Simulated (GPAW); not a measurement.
# Polarising graphene monolayer with a field along the normal

The dipole of the cell at several fields, atoms fixed. What does the strongest field give, and what length does the slope stand for?

How it was computed: GPAW 26.7.0, plane waves (500 eV), PAW setups, PBE, 15×15 mesh, a dipole layer in the vacuum; geometry relaxed without an applied field with GPAW. The cell's area is 5.27 Å², and e/ε0 = 180.95 V Å.

The runs, one held back:

| field (V/Å) | dipole (e Å) |
| --- | --- |
| −0.2 | −0.0121 |
| −0.1 | −0.0061 |
| −0.05 | −0.0030 |
| 0.05 | 0.0030 |
| 0.1 | 0.0061 |
| 0.2 | 0.0121 |
| 0.3 | ? |

Q: What is the dipole at 0.3 V/Å?

Worked answer. A line through the 6 points has the slope α = 0.061 e Å per V/Å and the intercept p₀ = 0.0000 e Å (r.m.s. residual 3.1e−05). At 0.3 V/Å it gives p = 0.0000 + 0.061 × 0.3 = 0.0182 e Å; the run gives 0.0182 e Å, so the response stays linear to 0.0 % of the induced part. Dividing by ε0 and the area: α/(ε0 A) = 0.061 × 180.95 / 5.27 = 2.08 Å, against 0.00 Å between the outer nuclei.

**Limits.** This is the electronic response alone; ions that move would add to it in polar layers. No run was spin-polarised, so magnetic states weren't tested.
